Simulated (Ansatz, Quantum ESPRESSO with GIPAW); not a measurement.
# CuI (Marshite): NMR parameters from first principles

Wanted: NMR shieldings for each site of CuI (Marshite).

Method: DFT, PBE, plane-wave PAW (pslibrary 1.0.0 recipes), scalar-relativistic, GIPAW; a patched development version of the program, in Quantum ESPRESSO with GIPAW 8.0dev (patched build).

The database entry behind the starting cell differs from later determinations by our own check (about 0.15 % long (mineral sample)), so it need not match the best structure at ambient conditions.

**1. Starting point**

It takes space group F-43m (No. 216, cubic). The conventional cell has a = 6.063 Å, b = 6.063 Å, c = 6.063 Å, α = 90.00°, β = 90.00°, γ = 90.00°. Nearest to I lie 4 Cu at 2.63 Å. Nearest to Cu lie 4 I at 2.63 Å. Farther neighbours and most contacts between anions are not listed.

The cell is an entry of the Crystallography Open Database; it need not be the form that is stable at ambient conditions.

**2. Ground state**

GIPAW is a response on top of the ground state, so the wavefunctions come first. Their errors pass straight into the induced current, hence the tight threshold. No empty states are asked for: the response is solved without them. The mesh has a spacing of 0.15 Å⁻¹ at most. The PAW files were made with ld1.x from the pslibrary 1.0.0 recipes, with GIPAW reconstruction switched on.

scf.in reads:

```
&control
  calculation = 'scf'
  prefix = 'x'
  outdir = './tmp/'
  pseudo_dir = './'
/
&system
  ibrav = 0
  nat = 2
  ntyp = 2
  ecutwfc = 55
  ecutrho = 330
  nbnd = 9
/
&electrons
  conv_thr = 1.0d-10
  mixing_beta = 0.7
  electron_maxstep = 100
/
ATOMIC_SPECIES
  I 126.904 I.pbe-n-kjpaw_psl.1.0.0-gipaw.UPF
  Cu 63.546 Cu.pbe-dn-kjpaw_psl.1.0.0-gipaw.UPF
CELL_PARAMETERS angstrom
  0.00000000 3.03150000 3.03150000
  3.03150000 0.00000000 3.03150000
  3.03150000 3.03150000 0.00000000
ATOMIC_POSITIONS crystal
  I 0.00000000 0.00000000 0.00000000
  Cu 0.75000000 0.75000000 0.75000000
K_POINTS automatic
  12 12 12 0 0 0
```

Launch:

```bash
mpirun -np 4 pw.x -nk 4 -in scf.in > scf.out
```

What it wrote:

```text
[...]
as large as its charge; the limit is 4.5
     Functions over the limit replaced by smooth ones with the moment of the charge, as mend_augmentation asks: 1
     This moves results (see INPUT_PW). Waves and levels in the save fit builds from 8.0dev_s219 on
     using ibrav=0 with symmetry is DISCOURAGED, use correct ibrav instead

     bravais-lattice index     =            0
     lattice parameter (alat)  =       8.1016  a.u.
     unit-cell volume          =     376.0099 (a.u.)^3
     number of atoms/cell      =            2
     number of atomic types    =            2
     number of electrons       =        18.00
     number of Kohn-Sham states=            9
     kinetic-energy cutoff     =      55.0000  Ry
     charge density cutoff     =     330.0000  Ry
     scf convergence threshold =      1.0E-10
     mixing beta               =       0.7000
     number of iterations used =            8  plain     mixing
     Exchange-correlation= SLA-PW-PBX-PBC
                           (   1   4   3   4   0   0   0)
[...]
I                 7.00   126.90400     I ( 1.00)
     Cu               11.00    63.54600     Cu( 1.00)

     24 Sym. Ops. (no inversion) found
[...]
number of k points=    72
[...]
Dense  grid:    38157 G-vectors     FFT dimensions: (  48,  48,  48)

     Smooth grid:    20827 G-vectors     FFT dimensions: (  40,  40,  40)

     Initial potential from superposition of free atoms

     starting charge      17.9997, renormalised to      18.0000
     Starting wfcs are   13 randomized atomic wfcs

     Self-consistent Calculation

     iteration #  1     ecut=    55.00 Ry     beta= 0.70
     Davidson diagonalization with overlap
     ethr =  1.00E-02,  avg # of iterations =  1.0

     Threshold (ethr) on eigenvalues was too large:
     Diagonalizing with lowered threshold

     Davidson diagonalization with overlap
     ethr =  3.04E-04,  avg # of iterations =  3.2

     total energy              =    -591.99585513 Ry
     estimated scf accuracy    <       0.03653412 Ry

     iteration #  2     ecut=    55.00 Ry     beta= 0.70
     Davidson diagonalization with overlap
     ethr =  2.03E-04,  avg # of iterations =  4.8

     total energy              =    -591.98236252 Ry
     estimated scf accuracy    <       0.24006399 Ry

     iteration #  3     ecut=    55.00 Ry     beta= 0.70
[...]
total energy              =    -592.01807867 Ry
     estimated scf accuracy    <       0.00075342 Ry

[...]
total energy              =    -592.01928493 Ry
[...]
iteration # 12     ecut=    55.00 Ry     beta= 0.70
     Davidson diagonalization with overlap
     ethr =  8.79E-13,  avg # of iterations =  3.3

     total energy              =    -592.01928493 Ry
     estimated scf accuracy    <          1.3E-09 Ry

     iteration # 13     ecut=    55.00 Ry     beta= 0.70
     Davidson diagonalization with overlap
     ethr =  8.79E-13,  avg # of iterations =  3.3

     End of self-consistent calculation
     [one-electron energies left out]

!    total energy              =    -592.01928493 Ry
     total all-electron energy =    -17542.896413 Ry
     estimated scf accuracy    <          5.3E-11 Ry

     The total energy is the sum of the following terms:
     one-electron contribution =     -68.83029368 Ry
     hartree contribution      =      52.35645246 Ry
     xc contribution           =     -60.46512679 Ry
     ewald contribution        =     -78.80705429 Ry
     one-center paw contrib.   =    -436.27326264 Ry

     convergence has been achieved in  13 iterations
[...]
JOB DONE.
```

The job ended after 16 s (4 MPI ranks of Arm Neoverse V2, shared host; peak memory 0.44 GiB; 63 s of CPU time).

It converged in 13 cycles to an estimated accuracy of 5e-11 Ry, on 72 irreducible k-points.

**3. GIPAW: job nmr**

A uniform field breaks periodicity, so gipaw.x applies it as a wave of small q and takes the limit. It solves for the first-order states, builds the induced current and gets the field at each nucleus by Biot–Savart; the PAW spheres add what the smooth waves miss near the nuclei. pawproj makes the reconstruction use the PAW data sets' own projectors.

nmr.in reads:

```
&inputgipaw
  job = 'nmr'
  prefix = 'x'
  tmp_dir = './tmp/'
  restart_mode = 'from_scratch'
  verbosity = 'low'
  q_gipaw = 0.01
  spline_ps = .true.
  conv_threshold = 1.0d-14
  use_nmr_macroscopic_shape = .false.
  pawproj(1) = .true.
  pawproj(2) = .true.
/
```

Launch:

```bash
mpirun -np 4 gipaw.x -in nmr.in > nmr.out
```

What it wrote:

```text
[banner, memory and clock lines left out]
[a note of our patched build left out]

     Parallelizing q-star over 1 images

     IMPORTANT: XC functional enforced from input :
     Exchange-correlation= PBE
                           (   1   4   3   4   0   0   0)
     Any further DFT definition will be discarded
     Please, verify this is what you really want

     In I.pbe-n-kjpaw_psl.1.0.0-gipaw.UPF the largest augmentation function (projectors 1 and 4, L = 1) is 6.9 times
     as large as its charge; the limit is 4.5
     Functions over the limit replaced by smooth ones with the moment of the charge, as in the saved run: 1

[...]
alpha_pv=     28.1157 eV

     spline_ps is .false., expect some extrapolation errors

     q-space interpolation up to    66.00 Rydberg

     GIPAW job: nmr
     NMR macroscopic correction: no
[...]
Computing the magnetic susceptibility     isolve=0    ethr=  0.1000E-13
     Starting from scratch
     k-point #    1 of    72      pool #  1    cpu time:       0.7
[...]
End of magnetic susceptibility calculation

     f-sum rule (1st term):
           -12.6947          0.0000         -0.0000
             0.0000        -12.6947         -0.0000
            -0.0000         -0.0000        -12.6947

     f-sum rule (2nd term):
            -0.0176         -0.0000         -0.0000
            -0.0000         -0.0176         -0.0000
            -0.0000         -0.0000         -0.0176

     f-sum rule (should be   -12.7113):
           -12.7123          0.0000         -0.0000
             0.0000        -12.7123         -0.0000
            -0.0000         -0.0000        -12.7123

[... susceptibilities left out ...]
     Contributions to the NMR chemical shifts: -------------------------------

     Macroscopic shape contribution in ppm:                    0.00
             0.0000          0.0000          0.0000
             0.0000          0.0000          0.0000
             0.0000          0.0000          0.0000

     Core contribution in ppm:

     Atom  1  I   pos: (  0.000000  0.000000  0.000000)  core sigma:        5697.05
     Atom  2  Cu  pos: (  1.060660  1.060660  1.060660)  core sigma:        2188.73

     Bare contribution in ppm:

     Atom  1  I   pos: (  0.000000  0.000000  0.000000)  bare sigma:          43.61
[...]
Atom  2  Cu  pos: (  1.060660  1.060660  1.060660)  bare sigma:           3.33
[...]
Diamagnetic contribution in ppm:

     Atom  1  I   pos: (  0.000000  0.000000  0.000000)  dia sigma:          -1.72
[...]
Atom  2  Cu  pos: (  1.060660  1.060660  1.060660)  dia sigma:         188.75
[...]
Paramagnetic contribution in ppm:

     Atom  1  I   pos: (  0.000000  0.000000  0.000000)  para sigma:       -2182.88
[...]
Atom  2  Cu  pos: (  1.060660  1.060660  1.060660)  para sigma:         590.90
[...]
Paramagnetic US occ-occ contribution in ppm:

     Atom  1  I   pos: (  0.000000  0.000000  0.000000)  para_oo sigma:           4.11
[...]
Atom  2  Cu  pos: (  1.060660  1.060660  1.060660)  para_oo sigma:           0.59
[...]
Paramagnetic US L_R Q_R contribution in ppm:

     Atom  1  I   pos: (  0.000000  0.000000  0.000000)  para_lq sigma:         900.66
[...]
Atom  2  Cu  pos: (  1.060660  1.060660  1.060660)  para_lq sigma:       -2583.24
[...]
Total NMR chemical shifts in ppm: ---------------------------------------
     (adopting the Simpson convention for anisotropy and asymmetry)-----------

     Atom  1  I   pos: (  0.000000  0.000000  0.000000)  Total sigma:        4460.83
          4460.8349          0.0000         -0.0000
             0.0000       4460.8349          0.0000
            -0.0000          0.0000       4460.8349

     I       1    anisotropy:      0.00    eta:    0.0000
[...]
Atom  2  Cu  pos: (  1.060660  1.060660  1.060660)  Total sigma:         389.04
           389.0426          0.0000          0.0000
            -0.0000        389.0426          0.0000
             0.0000          0.0000        389.0426

     Cu      2    anisotropy:      0.00    eta:    0.0000
[...]
```

The job ended after 3.3 min (4 MPI ranks; peak memory 0.3 GiB; 13 min of CPU time).

The f-sum rule is met to 0.0010 of 12.7 (0.008 %). Converged shieldings require that this miss be small, but a small miss does not prove them. This build smooths some augmentation functions of the files as it reads them, which, it says, moves results; by how much was not measured here.

From the symmetric part of each tensor, with principal values σ11 ≤ σ22 ≤ σ33: σ_iso is their mean, the span is σ33 − σ11 and the skew 3(σ_iso − σ22)/span. (gipaw.x prints an anisotropy in another convention.)

```
site  atom no.  atoms in cell  σ_iso (ppm)  span (ppm)  skew
   I         1              1         4461           0     -
  Cu         2              1          389           0     -
```

The macroscopic shape term is switched off. For a spherical sample the valence susceptibility of this run would add about 10 ppm to every site, a rough estimate, since the susceptibility converges slowly and lacks part of the PAW terms. Differences within the crystal don't depend on it, but shieldings of different compounds can't be compared to better than a few ppm without it.

I and Cu sit on cubic site symmetry, where the tensor must be isotropic.

How the isotropic values are made up (ppm). The core part is that of the free atom's core; bare is the current of the smooth valence states; the last two are what the PAW spheres add to the diamagnetic and the paramagnetic current:

| site | core | bare | reconstruction, dia | reconstruction, para |
| --- | --- | --- | --- | --- |
| I | 5697.1 | 43.6 | -1.7 | -1278.1 |
| Cu | 2188.7 | 3.3 | 188.7 | -1991.8 |

The quadrupolar nuclei (127I and 63Cu) sit on sites where the field gradient vanishes by symmetry, so they have no quadrupolar coupling.

**4. From shieldings to shifts**

Covalently bonded atoms count as neighbours within 1.18 times the sum of their radii. Otherwise a cation's neighbours lie within 1.2 times its shortest bond (1.3 for large cations, each anion's radius taken off where they differ), and an anion's are the cations that count it.

```csv
site,atom no.,atoms in cell,surroundings,bonds (Å),σ_iso (ppm)
I,1,1,bound to Cu4,2.625,4461
Cu,2,1,CuI4,2.625,389
```

**5. What the settings change**

Each row names what was changed: another mesh tests the sampling of the zone; another functional shows how far the paramagnetic term hangs on the exchange-correlation form; another cutoff tests the basis.

Changes of σ_iso (ppm) against the run above (PBE, cutoffs 55 and 330 Ry, mesh 12×12×12, 14 min). Times are CPU times of pw.x and gipaw.x together, on 4 MPI ranks of Arm Neoverse V2, shared host; on a shared host they are rough.

```csv
run,CPU time,f-sum miss,I,Cu
mesh 16×16×16,29 min,1.0e-4,+20.2,-3.5
LDA,14 min,0.0017,-177.0,-13.2
cutoffs 40 and 240 Ry (coarse on purpose),11 min,0.0016,-1.7,-8.7
mesh 8×8×8 (coarse on purpose),6 min,0.014,-197.2,+25.1
Wu-Cohen,15 min,0.0014,-92.3,-27.7
cutoffs 70 and 420 Ry,24 min,1.0e-3,+0.1,-0.1
```

The largest move is -197.2 ppm, on I, from mesh 8×8×8.

**6. What goes wrong with a poor setting**

For contrast, the same job on a spoilt input.

Edit scf.in of step 2 so:

```diff
@@ -15,3 +15,3 @@
 &electrons
-  conv_thr = 1.0d-10
+  conv_thr = 1.0d-05
   mixing_beta = 0.7
```

Launch:

```bash
mpirun -np 4 pw.x -nk 4 -in scf.in > scf.out
```

This SCF reached its threshold; then the response:

nmr.in is that of step 3.

Launch:

```bash
mpirun -np 4 gipaw.x -in nmr.in > nmr.out
```

What it wrote:

```text
[banner, memory and clock lines left out]
[a note of our patched build left out]

     Parallelizing q-star over 1 images

     IMPORTANT: XC functional enforced from input :
     Exchange-correlation= PBE
                           (   1   4   3   4   0   0   0)
     Any further DFT definition will be discarded
     Please, verify this is what you really want

     In I.pbe-n-kjpaw_psl.1.0.0-gipaw.UPF the largest augmentation function (projectors 1 and 4, L = 1) is 6.9 times
     as large as its charge; the limit is 4.5
     Functions over the limit replaced by smooth ones with the moment of the charge, as in the saved run: 1

[...]
alpha_pv=     28.1248 eV

     spline_ps is .false., expect some extrapolation errors

     q-space interpolation up to    66.00 Rydberg

     GIPAW job: nmr
     NMR macroscopic correction: no
[...]
Computing the magnetic susceptibility     isolve=0    ethr=  0.1000E-13
     Starting from scratch
     k-point #    1 of    72      pool #  1    cpu time:       0.7
[...]
Paramagnetic contribution in ppm:

     Atom  1  I   pos: (  0.000000  0.000000  0.000000)  para sigma:       -2183.33
[...]
Atom  2  Cu  pos: (  1.060660  1.060660  1.060660)  para sigma:         592.09
[...]
Paramagnetic US occ-occ contribution in ppm:

     Atom  1  I   pos: (  0.000000  0.000000  0.000000)  para_oo sigma:           4.13
[...]
Atom  2  Cu  pos: (  1.060660  1.060660  1.060660)  para_oo sigma:           0.59
[...]
Paramagnetic US L_R Q_R contribution in ppm:

     Atom  1  I   pos: (  0.000000  0.000000  0.000000)  para_lq sigma:         901.15
[...]
Atom  2  Cu  pos: (  1.060660  1.060660  1.060660)  para_lq sigma:       -2587.26
[...]
Total NMR chemical shifts in ppm: ---------------------------------------
     (adopting the Simpson convention for anisotropy and asymmetry)-----------

     Atom  1  I   pos: (  0.000000  0.000000  0.000000)  Total sigma:        4460.90
[...]
I       1    anisotropy:     -0.00    eta:    0.0000
[...]
Atom  2  Cu  pos: (  1.060660  1.060660  1.060660)  Total sigma:         386.09
[...]
Cu      2    anisotropy:      0.00    eta:    0.0000
[...]
```

Wall time 3.4 min (4 MPI ranks); peak memory 0.3 GiB; 13 min of CPU time.

The run ends without an error, but the fault (a loose SCF threshold) moves σ_iso of Cu by -3.0 ppm (both without the shape term); the f-sum rule is missed by 0.0049 electrons. Its numbers are not to be used. Errors of the ground-state wavefunctions pass into the induced current.

**7. Outcome**

```
127I shielding without shape term : 4461 ppm
63Cu shielding without shape term : 389 ppm
```

In words: 127I has one site (bound to Cu4), with isotropic shielding 4461 ppm (shape term left out). A shift needs a reference, δ = σ_ref − σ, fixed on measured compounds; for 127I of this kind at this level too few were at hand, or they scattered too widely about a line, so none is given. Going to mesh 16×16×16 changes no isotropic shielding by more than 20.3 ppm, a first measure of the error left in that respect. Going to cutoffs 70 and 420 Ry changes no isotropic shielding by more than 0.1 ppm, so the main run is converged in that respect. The cheaper run with cutoffs 40 and 240 Ry takes about 80 % of the time and is off by 1.7 ppm on I, and by 8.8 ppm at most. The largest change with the functional is 177.0 ppm in absolute shielding; part of that drops out once each functional has its own reference line. Spin-orbit coupling is missing, which matters for I. The scalar-relativistic files are used with non-relativistic response operators, which weighs most on the heavy atoms' own shieldings. This build of gipaw.x prints that it is not audited and that its numbers are no references by themselves. It also reports spline_ps as false although the input sets it; why was not traced.

[Banner, clock, file and message-heading lines were taken out of the pw.x and gipaw.x logs.]

[Logs are printed without paths, hosts, clocks, repeated set-up lines and the standing remarks that a program may print on its own settings, such as how far it seeks lower states.]

[Hosts, paths, dates, database ids (printed as entryN), source tags and the programs' standing remarks are cut or masked in the printed files.]

[Where no reference line passes its bar on scatter, no shift is given, so a measured shift of this compound may stand uncompared.]
